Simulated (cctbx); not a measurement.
# What is wrong with this refinement?

Cell a = 13.4960 Å, b = 11.6450 Å, c = 7.3820 Å, α = 90.00°, β = 121.97°, γ = 90.00°; space group C2/m (no. 12). The compound is Ba2Zn13Cd9.

The data are simulated with cctbx, not measured: Mo Kα, λ = 0.71073 Å, to d = 0.8 Å, 95 % of the full sphere, strongest reflection 20000 counts, noise from counting, a 2 % proportional error and a noise floor of 2 counts (s.d.); no absorption, and some extinction, which the refinements don't model.

An anisotropic refinement with weights 1/σ² prints:

```text
Rint 0.021, 1063 unique reflections to 0.80 A
cycle     R1     wR2    GooF  max shift (A)
   1  0.0337  0.0808   3.429   0.00091
   2  0.0120  0.0291   1.235   0.00000
final R1 0.0120 wR2 0.0291 GooF 1.235  parameters 62  data/parameter 17.1
atom        x        y        z      Ueq    occ   su(xyz)  su(Uiso or U11)
Ba1    0.25388  0.50000  0.87514   0.0122  1.000  0.00004  0.0001
Cd1    0.75000  0.75000  0.50000   0.0177  1.000  0.00000  0.0002
Cd2    0.87279  0.20730  0.29499   0.0137  1.000  0.00004  0.0001
Cd3    0.00000  0.50000  0.00000   0.0155  1.000  0.00000  0.0002
Cd4    0.74591  0.50000  0.62267   0.0195  1.000  0.00006  0.0002
Zn1    0.00000  0.00000  0.50000   0.0144  1.000  0.00000  0.0004
Zn2    0.04990  0.11534  0.23255   0.0128  1.000  0.00006  0.0002
Zn3    0.04592  0.37929  0.36715   0.0157  1.000  0.00007  0.0002
Zn4    0.87334  0.29186  0.94773   0.0152  1.000  0.00007  0.0002
difference map: max 0.54 min -0.66 rms 0.15
Q1    0.0920  0.1406  0.2778    8    0.57  0.57 A from Zn2
Q2    0.0310  0.0396  0.5404    8    0.55  0.59 A from Zn1
Q3    0.0293  0.1448  0.2179    8    0.53  0.42 A from Zn2
Q4    0.0287  0.3957  0.2807    8    0.53  0.58 A from Zn3
Q5    0.1514  0.2577  0.1055    8    0.50  0.53 A from Zn4
Q6    0.0162  0.3956  0.3796    8    0.49  0.49 A from Zn3
```

Q: Accept it or mend it, and why?

Mend it. The fault: anomalous dispersion left out. Against the right model at the same level, R1 goes from 0.0097 to 0.0120 and GooF from 0.95 to 1.24. No atom is wrong: without f′ and f″ the atoms near an edge get the wrong scattering power, which U and the scale absorb. The signs are weak, and the output alone doesn't single this fault out.

The compound is Ba2Zn13Cd9. The right model at the same level gives:

```text
Rint 0.021, 1063 unique reflections to 0.80 A
cycle     R1     wR2    GooF  max shift (A)
   1  0.0243  0.0600   2.548   0.00100
   2  0.0097  0.0225   0.954   0.00000
final R1 0.0097 wR2 0.0225 GooF 0.954  parameters 62  data/parameter 17.1
atom        x        y        z      Ueq    occ   su(xyz)  su(Uiso or U11)
Ba1    0.25388  0.50000  0.87514   0.0120  1.000  0.00003  0.0001
Cd1    0.75000  0.75000  0.50000   0.0164  1.000  0.00000  0.0001
Cd2    0.87279  0.20729  0.29499   0.0124  1.000  0.00003  0.0001
Cd3    0.00000  0.50000  0.00000   0.0142  1.000  0.00000  0.0002
Cd4    0.74591  0.50000  0.62268   0.0181  1.000  0.00005  0.0001
Zn1    0.00000  0.00000  0.50000   0.0161  1.000  0.00000  0.0003
Zn2    0.04990  0.11536  0.23250   0.0145  1.000  0.00005  0.0002
Zn3    0.04592  0.37928  0.36715   0.0174  1.000  0.00005  0.0002
Zn4    0.87334  0.29185  0.94771   0.0170  1.000  0.00005  0.0002
difference map: max 0.43 min -0.46 rms 0.12
Q1    0.1789  0.0000  0.7685    4    0.43  1.73 A from Cd4
Q2    0.0445  0.5000  0.4832    4    0.42  1.65 A from Zn3
Q3    0.0444  0.0454  0.0074    8    0.41  1.74 A from Zn2
Q4    0.0834  0.5000  0.3754    4    0.40  1.48 A from Zn3
Q5    0.2534  0.1565  0.0673    8    0.40  1.89 A from Ba1
Q6    0.1094  0.1257  0.5172    8    0.36  1.59 A from Cd2
```

Isotropic U is held between 0.0001 and 1 Å² by the program, and listed peak heights are interpolated, so they can pass the grid's maximum.

The model is made up (kin elements in a known structure type, no relaxation), so it says nothing on whether the phase exists.

[Middle refinement cycles are left out of these outputs.]

[Logs are printed without paths, hosts, clocks, repeated set-up lines and the standing remarks that a program may print on its own settings, such as how far it seeks lower states.]
